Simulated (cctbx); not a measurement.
**A crystallographic session in cctbx: Tb5Mn2In4**

Library: cctbx 2025.11. The data are simulated by the first script.

## 1. Simulate the data

run.py:

```python
from cctbx import adptbx, crystal, miller, sgtbx, xray
from cctbx.array_family import flex
from iotbx.shelx import hklf
from scitbx import matrix
import scitbx.random

cs = crystal.symmetry(unit_cell=(7.994, 18.586, 3.645, 90, 90, 90), space_group_symbol='Hall: -P 2 2ab')  # Pbam
atoms = [  # label, site, U (iso, or U11 U22 U33 U12 U13 U23 in A^2), occupancy
    ("Tb1", (0.1195, 0.4118, 0), (0.0042, 0.0061, 0.0069, -0.0002, 0.0000, 0.0000), 1),
    ("Tb2", (0.2462, 0.222, 0), (0.0035, 0.0032, 0.0040, -0.0000, 0.0000, 0.0000), 1),
    ("Tb3", (0, 0, 0), (0.0036, 0.0035, 0.0049, -0.0002, 0.0000, 0.0000), 1),
    ("In1", (0.0676, 0.8484, 0.5), (0.0034, 0.0036, 0.0033, -0.0008, 0.0000, 0.0000), 1),
    ("In2", (0.2057, 0.569, 0.5), (0.0032, 0.0048, 0.0042, 0.0008, 0.0000, 0.0000), 1),
    ("Mn1", (0.0255, 0.3039, 0.5), (0.0082, 0.0086, 0.0085, 0.0000, 0.0000, 0.0000), 1),
]
xs = xray.structure(crystal_symmetry=cs)
for label, site, u, occ in atoms:
    u = adptbx.u_cif_as_u_star(cs.unit_cell(), u) if isinstance(u, tuple) else u
    xs.add_scatterer(xray.scatterer(label, site=site, u=u, occupancy=occ))
xs.set_inelastic_form_factors(1.54184, "sasaki")
xs.show_summary()
p1 = xs.expand_to_p1()
ms = miller.build_set(p1, anomalous_flag=True, d_min=0.8)
flex.set_random_seed(33926)
scitbx.random.set_random_seed(33926)
ms = ms.select(flex.random_double(ms.size()) < 0.7)
i = ms.structure_factors_from_scatterers(p1, algorithm="direct").f_calc().as_intensity_array().data()
i = i * 20000 / flex.max(i)
sig = flex.sqrt(i + flex.pow2(0.03 * i) + 4 ** 2)
noise = scitbx.random.variate(scitbx.random.normal_distribution())(i.size())
data = ms.array(data=i + sig * noise, sigmas=sig).set_observation_type_xray_intensity()
with open("data.hkl", "w") as f:
    data.export_as_shelx_hklf(f)
print("reflections written:", data.size(), " <I/sigma> = %.1f" % flex.mean(data.data() / data.sigmas()))
for h, a, b in list(data.sort("data"))[:12]:
    print("%4d%4d%4d %9.1f %7.1f" % (h + (a, b)))
```

```console
$ python run.py
```

```text
Number of scatterers: 6
At special positions: 6
Unit cell: (7.994, 18.586, 3.645, 90, 90, 90)
Space group: P b a m (No. 55)
reflections written: 3082  <I/sigma> = 12.2
   0   0  -2   19961.5   616.5
  -2  -2  -1    7732.2   234.4
  -2   2   1    7723.9   234.4
  -2  -2   1    7454.8   234.4
  -2   2  -1    7438.5   234.4
   3   2   0    7300.1   225.9
   0   0   4    7270.1   233.2
  -3   2   0    7161.7   225.9
  -3  -2   0    7137.6   225.9
   2  -2  -1    7009.7   234.4
  -1   4   1    6985.4   216.3
   0   0  -4    6978.1   233.2
```

It took 0.45 s on 1 thread of Arm Neoverse N1 (shared host), peak memory 0.07 GiB.

## 2. Symmetry

run.py:

```python
from cctbx import crystal, sgtbx, statistics
from cctbx.array_family import flex
from iotbx.shelx import hklf

p1 = crystal.symmetry(unit_cell=(7.994, 18.586, 3.645, 90, 90, 90), space_group_symbol="P 1")
raw = hklf.reader(file_name="data.hkl").as_miller_arrays(crystal_symmetry=p1, anomalous=True)[0]
print(raw.size(), "reflections to d = %.3f A" % raw.d_min())
isig = raw.data() / raw.sigmas()
print("centring   violations  <I/sigma> of those")
best = "P"
for c in "ABCIRF":
    a = raw.customized_copy(space_group_info=sgtbx.space_group_info("Hall: %s 1" % c)).sys_absent_flags().data()
    m = flex.mean(isig.select(a))
    print("%5s %10d of %5d %8.1f" % (c, (isig.select(a) > 4).count(True), a.count(True), m))
    if (isig.select(a) > 4).count(True) < 0.01 * a.count(True):
        best = c
raw = raw.select(~raw.customized_copy(space_group_info=sgtbx.space_group_info("Hall: %s 1" % best)).sys_absent_flags().data())
isig = raw.data() / raw.sigmas()
rows = []
for s in sgtbx.space_group_symbol_iterator():
    g = sgtbx.space_group(s)
    if g.conventional_centring_type_symbol() != best or not g.is_compatible_unit_cell(p1.unit_cell(), 1e-3, 0.02):
        continue
    rows.append((s, g))
print("Laue class    unique    Rint  (classes that these axes allow; Friedel mates merged)")
rint = {}
for s, g in rows:
    laue = g.build_derived_patterson_group()
    key = laue.type().hall_symbol()
    if key not in rint:
        m = raw.customized_copy(space_group_info=laue.info(), anomalous_flag=False).merge_equivalents()
        rint[key] = m.r_int()
        print("%-14s %6d %7.3f" % (laue.type().lookup_symbol(), m.array().size(), m.r_int()))
floor = min(rint.values())
good = [(s, g) for s, g in rows if rint[g.build_derived_patterson_group().type().hall_symbol()] < 2 * floor + 0.03]
top = max(g.build_derived_patterson_group().order_z() for s, g in good)
print("space group    extra absences  I>4sigma  <I/sigma>")
for s, g in good:
    laue = g.build_derived_patterson_group()
    if laue.order_z() != top:
        continue
    a = raw.customized_copy(space_group_info=g.info()).sys_absent_flags().data()
    a &= ~raw.customized_copy(space_group_info=laue.info()).sys_absent_flags().data()
    bad = (isig.select(a) > 4).count(True)
    if bad <= 0.03 * a.count(True):
        print("%-16s %8d %10d %9s  %s" % (s.universal_hermann_mauguin(), a.count(True), bad, "%.1f" % flex.mean(isig.select(a)) if a.count(True) else "-", "centric" if g.is_centric() else "acentric"))
laue = max(good, key=lambda t: t[1].build_derived_patterson_group().order_z())[1].build_derived_patterson_group()
f = raw.customized_copy(space_group_info=laue.info(), anomalous_flag=False).merge_equivalents().array().eliminate_sys_absent().f_sq_as_f()
f.set_observation_type_xray_amplitude()
bins = max(3, min(8, f.size() // 12))
f.setup_binner(n_bins=bins)
w = statistics.wilson_plot(f, {e: n / laue.order_z() for e, n in {'Tb': 10.0, 'In': 8.0, 'Mn': 4.0}.items()}, e_statistics=True)
print("Wilson B = %.2f A^2   <|E^2-1|> = %.3f (0.968 centric, 0.736 acentric)   E^2>4: %.1f %%" % (w.wilson_b, w.mean_e_sq_minus_1, w.percent_e_sq_gt_2))
print("shell (A)         n   <I/sigma>")
m = raw.customized_copy(space_group_info=laue.info(), anomalous_flag=False).merge_equivalents().array().eliminate_sys_absent()
for b in m.setup_binner(n_bins=bins).range_used():
    sel = m.binner().selection(b)
    print("%5.2f - %4.2f %6d %8.1f" % (min(m.binner().bin_d_range(b)[0] if m.binner().bin_d_range(b)[0] > 0 else 99, 99), m.binner().bin_d_range(b)[1], sel.count(True), flex.mean((m.data() / m.sigmas()).select(sel))))
```

```console
$ python run.py
```

```text
3082 reflections to d = 0.801 A
centring   violations  <I/sigma> of those
    A       1102 of  1549     12.2
    B       1007 of  1497     12.1
    C       1069 of  1542     11.4
    I       1112 of  1531     12.3
    R       1498 of  2060     12.2
    F       1589 of  2294     11.9
Laue class    unique    Rint  (classes that these axes allow; Friedel mates merged)
P -1             2029   0.027
P 1 2/m 1        1133   0.030
P 1 1 2/m        1253   0.030
P 2/m 1 1        1175   0.030
P m m m           707   0.033
space group    extra absences  I>4sigma  <I/sigma>
P 2 2 2                 0          0         -  acentric
P 21 2 2                6          0       0.3  acentric
P 2 21 2               17          0       0.2  acentric
P 21 21 2              23          0       0.2  acentric
P m m 2                 0          0         -  acentric
P 2 m m                 0          0         -  acentric
P m 2 m                 0          0         -  acentric
P 21 a m               52          0       0.1  acentric
P b 21 m              121          0       0.1  acentric
P m a 2                52          0       0.1  acentric
P b m 2               121          0       0.1  acentric
P b a 2               173          0       0.1  acentric
P m m m                 0          0         -  centric
P b m m               121          0       0.1  centric
P m a m                52          0       0.1  centric
P b a m               173          0       0.1  centric
Wilson B = 0.58 A^2   <|E^2-1|> = 0.942 (0.968 centric, 0.736 acentric)   E^2>4: 4.0 %
shell (A)         n   <I/sigma>
18.59 - 1.60    109     20.4
 1.60 - 1.27     86     28.1
 1.27 - 1.11     91     22.8
 1.11 - 1.01     90     24.9
 1.01 - 0.94     80     24.7
 0.94 - 0.88     81     16.3
 0.88 - 0.84     94     22.0
 0.84 - 0.80     76     20.7
```

Time: 0.63 s.

## 3. Patterson map

run.py:

```python
from cctbx import crystal, maptbx
from iotbx.shelx import hklf

cs = crystal.symmetry(unit_cell=(7.994, 18.586, 3.645, 90, 90, 90), space_group_symbol='Hall: -P 2 2ab')  # Pbam
raw = hklf.reader(file_name="data.hkl").as_miller_arrays(crystal_symmetry=cs, anomalous=True)[0]
merged = raw.eliminate_sys_absent().merge_equivalents()
fo2 = merged.array().set_observation_type_xray_intensity()
f = fo2.average_bijvoet_mates().f_sq_as_f()
pm = f.patterson_map(symmetry_flags=maptbx.use_space_group_symmetry, sharpening=False, resolution_factor=0.25)
peaks = pm.peak_search(parameters=maptbx.peak_search_parameters(min_distance_sym_equiv=0.4, max_clusters=14)).all()
top = peaks.heights()[0]
print("Patterson group", f.patterson_symmetry().space_group_info())
print("      u       v       w   height  length (A)")
for x, h in zip(peaks.sites(), peaks.heights()):
    y = [t - round(t) for t in x]
    print("%7.3f %7.3f %7.3f %8.1f %8.2f" % (x + (1000 * h / top, cs.unit_cell().length(y))))
```

```console
$ python run.py
```

```text
Patterson group P m m m
      u       v       w   height  length (A)
  0.000   0.000   0.000   1000.0     0.00
  0.307   0.069   0.500    287.7     3.31
  0.068   0.154   0.500    281.8     3.44
  0.000   0.500   0.000    231.9     9.29
  0.241   0.224   0.000    222.9     4.58
  0.374   0.086   0.000    199.7     3.39
  0.133   0.303   0.000    171.2     5.73
  0.460   0.212   0.500    158.6     5.69
  0.500   0.343   0.000    141.4     7.52
  0.379   0.135   0.000    131.3     3.93
  0.212   0.428   0.500    130.4     8.33
  0.500   0.500   0.000    129.2    10.12
  0.356   0.367   0.000    121.2     7.39
  0.500   0.291   0.500    119.8     6.97
```

Time: 0.48 s.

## 4. Charge flipping

run.py:

```python
import itertools
from cctbx import crystal, maptbx
from cctbx.array_family import flex
from iotbx.shelx import hklf
from smtbx.ab_initio import charge_flipping as cf

cs = crystal.symmetry(unit_cell=(7.994, 18.586, 3.645, 90, 90, 90), space_group_symbol='Hall: -P 2 2ab')  # Pbam
raw = hklf.reader(file_name="data.hkl").as_miller_arrays(crystal_symmetry=cs, anomalous=True)[0]
merged = raw.eliminate_sys_absent().merge_equivalents()
fo2 = merged.array().set_observation_type_xray_intensity()
f = fo2.average_bijvoet_mates().f_sq_as_f().resolution_filter(d_min=0.9)
p1 = f.expand_to_p1()
p1.setup_binner_counting_sorted(reflections_per_bin=max(40, p1.size() // 12))
work = p1.array(data=p1.data() / p1.amplitude_quasi_normalisations().data())
flex.set_random_seed(93319)
it = cf.weak_reflection_improved_iterator(delta=None, weak_reflection_fraction=0.3)
it.start(work, phases=flex.random_double(p1.size()) * 6.2832, f_000=0)
it.delta = 1.2 * it.rho_map.sigma()
print("cycle      R  skewness")
for n, st in enumerate(itertools.islice(it, 300)):
    if n % 25 == 0:
        print("%5d %6.3f %8.2f" % (n, st.r1_factor(), st.rho_map.skewness()))
rho = p1.phase_transfer(it.f_calc).fft_map().apply_volume_scaling()
polish = cf.low_density_elimination_iterator(constant_rho_c=rho.sigma())
polish.start(f_obs=p1, phases=it.f_calc, f_000=0)
for _ in range(8):
    next(polish)
print("origin shift          correlation  skewness")
maps = []
for fc, shift, cc in itertools.islice(cf.f_calc_symmetrisations(f, polish.f_calc, 0), 4):
    m = f.phase_transfer(fc).fft_map(symmetry_flags=maptbx.use_space_group_symmetry, resolution_factor=0.25).apply_sigma_scaling()
    maps.append((m.skewness(), cc, m))
    print("%6.3f %6.3f %6.3f %10.3f %9.2f" % (tuple(shift) + (cc, m.skewness())))
skew, cc, m = max((t for t in maps if t[1] > maps[0][1] - 0.04), key=lambda t: t[0])
print("taken: symmetry correlation %.3f, skewness %.2f" % (cc, skew))
peaks = m.peak_search(parameters=maptbx.peak_search_parameters(min_distance_sym_equiv=0.9, max_clusters=11)).all()
sps = cs.special_position_settings(min_distance_sym_equiv=0.5)
print("peak      x       y       z  mult  height/sigma")
for k, (x, h) in enumerate(zip(peaks.sites(), peaks.heights())):
    ss = sps.site_symmetry(x)
    print("Q%-3d %7.4f %7.4f %7.4f %4d %8.1f" % ((k + 1,) + tuple(t % 1 for t in ss.exact_site()) + (ss.multiplicity(), h)))
```

```console
$ python run.py
```

```text
cycle      R  skewness
    0  0.619     0.27
   25  0.526     2.47
   50  0.495     2.49
   75  0.472     2.50
  100  0.473     2.42
  125  0.484     2.39
  150  0.478     2.56
  175  0.491     2.57
  200  0.495     2.40
  225  0.467     2.50
  250  0.476     2.42
  275  0.478     2.59
origin shift          correlation  skewness
 0.367  0.202  0.442      0.840      2.17
 0.378  0.453  0.442      0.824      1.79
 0.164  0.233  0.435      0.813      1.27
 0.263  0.233  0.429      0.825      1.19
taken: symmetry correlation 0.840, skewness 2.17
peak      x       y       z  mult  height/sigma
Q1    0.2389  0.3184  0.5000    4     11.9
Q2    0.1958  0.4582  0.0000    4      6.9
Q3    0.1189  0.5030  0.5000    4      5.7
Q4    0.0681  0.1951  0.0000    4      5.2
Q5    0.0710  0.1001  0.0000    4      5.2
Q6    0.0504  0.7464  0.0000    4      4.7
Q7    0.2014  0.3868  0.0000    4      4.3
Q8    0.9949  0.0393  0.5000    4      4.1
Q9    0.0373  0.0929  0.5000    4      4.1
Q10   0.0165  0.4153  0.0000    4      3.5
Q11   0.0086  0.6617  0.0000    4      3.3
```

Time: 0.78 s.

## 5. Refinement (model from the peaks)

run.py:

```python
import math
from cctbx import adptbx, crystal, maptbx, sgtbx, xray
from cctbx.array_family import flex
from cctbx.xray import observations
from iotbx.shelx import hklf
from scitbx.lstbx import normal_eqns_solving
from smtbx import absolute_structure, utils
from smtbx.refinement import constraints, least_squares

cs = crystal.symmetry(unit_cell=(7.994, 18.586, 3.645, 90, 90, 90), space_group_symbol='Hall: -P 2 2ab')  # Pbam
atoms = [  # label, site, U (iso, or U11 U22 U33 U12 U13 U23 in A^2), occupancy
    ("Tb1", (0.2389, 0.3184, 0.5), 0.0200, 1),
    ("Tb2", (0.1958, 0.4582, 0), 0.0200, 1),
    ("In1", (0.1189, 0.503, 0.5), 0.0200, 1),
    ("In2", (0.0681, 0.1951, 0), 0.0200, 1),
    ("Mn1", (0.071, 0.1001, 0), 0.0200, 1),
]
xs = xray.structure(crystal_symmetry=cs)
for label, site, u, occ in atoms:
    u = adptbx.u_cif_as_u_star(cs.unit_cell(), u) if isinstance(u, tuple) else u
    xs.add_scatterer(xray.scatterer(label, site=site, u=u, occupancy=occ))
xs.set_inelastic_form_factors(1.54184, "sasaki")
raw = hklf.reader(file_name="data.hkl").as_miller_arrays(crystal_symmetry=cs, anomalous=True)[0]
merged = raw.eliminate_sys_absent().merge_equivalents()
fo2 = merged.array().set_observation_type_xray_intensity()
print("Rint %.3f, %d unique reflections to %.2f A" % (merged.r_int(), fo2.size(), fo2.d_min()))
for sc in xs.scatterers():
    sc.flags.set_grad_site(True)
    sc.flags.set_grad_u_aniso(sc.flags.use_u_aniso())
    sc.flags.set_grad_u_iso(sc.flags.use_u_iso())
obs = fo2.as_xray_observations()
extra = {}
rep = constraints.reparametrisation(xs, [], utils.connectivity_table(xs), **extra)
ls = least_squares.crystallographic_ls(obs, rep, weighting_scheme=least_squares.mainstream_shelx_weighting(a=0, b=0))
print("cycle     R1     wR2    GooF  max shift (A)")
for cycle in range(6):
    ls.build_up()
    r1, wr2, goof = ls.r1_factor(cutoff_factor=2)[0], ls.wR2(), ls.goof()
    old = xs.sites_cart()
    normal_eqns_solving.levenberg_marquardt_iterations(ls, n_max_iterations=3, tau=0.0001, step_threshold=1e-7)
    big = flex.max((xs.sites_cart() - old).norms())
    print("%4d %7.4f %7.4f %7.3f %9.5f" % (cycle + 1, r1, wr2, goof, big))
    ls.build_up(objective_only=True)
    if abs(ls.wR2() - wr2) < 5e-5 and big < 5e-4:
        break
ls.build_up()
print("final R1 %.4f wR2 %.4f GooF %.3f  parameters %d  data/parameter %.1f" % (ls.r1_factor(cutoff_factor=2)[0], ls.wR2(), ls.goof(), ls.n_parameters, fo2.size() / ls.n_parameters))
cov = ls.covariance_matrix_and_annotations()
su = dict(zip(cov.annotations, (math.sqrt(max(v, 0)) for v in cov.matrix.matrix_packed_u_diagonal())))
a2 = cs.unit_cell().reciprocal_parameters()[0] ** -2
print("atom        x        y        z      Ueq    occ   su(xyz)  su(Uiso or U11)")
for sc in xs.scatterers():
    s = max(su.get(sc.label + k, 0) for k in (".x", ".y", ".z"))
    npd = "" if sc.is_positive_definite_u(cs.unit_cell()) else "  NPD"
    print("%-5s %8.5f %8.5f %8.5f %8.4f %6.3f %8.5f %7.4f%s" % ((sc.label,) + sc.site + (sc.u_iso_or_equiv(cs.unit_cell()), sc.occupancy, s, su.get(sc.label + ".uiso", su.get(sc.label + ".u11", 0) * a2), npd)))
fo = fo2.f_sq_as_f()
fc = fo.structure_factors_from_scatterers(xs, algorithm="direct").f_calc()
diff = fo.f_obs_minus_f_calc(1 / math.sqrt(ls.scale_factor()), fc).average_bijvoet_mates()
m = diff.fft_map(symmetry_flags=maptbx.use_space_group_symmetry, resolution_factor=0.25).apply_volume_scaling()
print("difference map: max %.2f min %.2f rms %.2f" % (m.statistics().max(), m.statistics().min(), m.statistics().sigma()))
peaks = m.peak_search(parameters=maptbx.peak_search_parameters(min_distance_sym_equiv=0.6, max_clusters=6)).all()
near = xs.closest_distances(peaks.sites(), distance_cutoff=4)
sps = cs.special_position_settings(min_distance_sym_equiv=0.5)
for k, (x, h) in enumerate(zip(peaks.sites(), peaks.heights())):
    ss = sps.site_symmetry(x)
    print("Q%-3d %7.4f %7.4f %7.4f %4d %7.2f  %.2f A from %s" % ((k + 1,) + tuple(t % 1 for t in ss.exact_site()) + (ss.multiplicity(), h, near.smallest_distances[k], xs.scatterers()[near.i_seqs[k]].label)))
```

```console
$ python run.py
```

```text
Rint 0.033, 641 unique reflections to 0.80 A
cycle     R1     wR2    GooF  max shift (A)
   1  0.8252  0.9784  30.717   0.43468
   2  0.7706  0.9590  30.109   0.15442
   3  0.7537  0.9532  29.925   0.13290
   4  0.7493  0.9483  29.771   0.05080
   5  0.7498  0.9472  29.737   0.01368
   6  0.7498  0.9470  29.729   0.00394
final R1 0.7497 wR2 0.9469 GooF 29.728  parameters 15  data/parameter 42.7
atom        x        y        z      Ueq    occ   su(xyz)  su(Uiso or U11)
Tb1    0.26934  0.31895  0.50000   0.0001  1.000  0.00673  0.0105
Tb2    0.17796  0.43532  0.00000   0.0001  1.000  0.00606  0.0107
In1    0.13010  0.49854  0.50000   0.0001  1.000  0.00784  0.0114
In2    0.10549  0.20399  0.00000   0.0001  1.000  0.00759  0.0106
Mn1    0.04766  0.07624  0.00000   0.0001  1.000  0.01649  0.0244
difference map: max 431.47 min -199.58 rms 42.39
Q1    0.1282  0.5014  0.5000    4  434.66  0.06 A from In1
Q2    0.1755  0.4360  0.0000    4  363.89  0.02 A from Tb2
Q3    0.2620  0.3198  0.5000    4  313.85  0.06 A from Tb1
Q4    0.0192  0.0909  0.5000    4  284.48  1.86 A from Mn1
Q5    0.2045  0.6572  0.0000    4  264.93  1.75 A from In2
Q6    0.1039  0.2002  0.0000    4  258.80  0.07 A from In2
```

Time: 0.98 s.

Figures of merit this high mean that the model is still wrong or incomplete.

## 6. Charge flipping

run.py, as its changes from the last script of this kind:

```diff
@@ -13,3 +13,2 @@
-p1.setup_binner_counting_sorted(reflections_per_bin=max(40, p1.size() // 12))
-work = p1.array(data=p1.data() / p1.amplitude_quasi_normalisations().data())
-flex.set_random_seed(93319)
+work = p1
+flex.set_random_seed(93320)
@@ -20,2 +19,2 @@
-for n, st in enumerate(itertools.islice(it, 300)):
-    if n % 25 == 0:
+for n, st in enumerate(itertools.islice(it, 600)):
+    if n % 50 == 0:
```

```console
$ python run.py
```

```text
cycle      R  skewness
    0  0.618     0.42
   50  0.312     3.13
  100  0.312     3.09
  150  0.295     3.04
  200  0.313     3.20
  250  0.317     3.11
  300  0.315     3.14
  350  0.308     3.10
  400  0.299     3.05
  450  0.307     3.11
  500  0.313     3.10
  550  0.302     3.05
origin shift          correlation  skewness
 0.364  0.238  0.287      0.863      2.53
 0.341  0.012  0.277      0.858      2.06
 0.362  0.285  0.275      0.846      1.60
 0.053  0.015  0.274      0.812      1.73
taken: symmetry correlation 0.863, skewness 2.53
peak      x       y       z  mult  height/sigma
Q1    0.0000  0.5000  0.5000    2     10.0
Q2    0.2324  0.7263  0.5000    4      9.8
Q3    0.2218  0.0703  0.0000    4      8.9
Q4    0.1134  0.9098  0.5000    4      8.1
Q5    0.0424  0.3404  0.0000    4      5.1
Q6    0.0676  0.7793  0.0000    4      3.7
Q7    0.1309  0.2537  0.0000    4      3.5
Q8    0.1608  0.6352  0.5000    4      3.2
Q9    0.0731  0.8118  0.5000    4      2.7
Q10   0.0383  0.9495  0.5000    4      2.6
Q11   0.2409  0.3049  0.5000    4      2.5
```

Run time: 0.96 s on 1 thread of Arm Neoverse N1 (shared host), peak memory 0.07 GiB.

[Logs are printed without paths, hosts, clocks, repeated set-up lines and the standing remarks that a program may print on its own settings, such as how far it seeks lower states.]
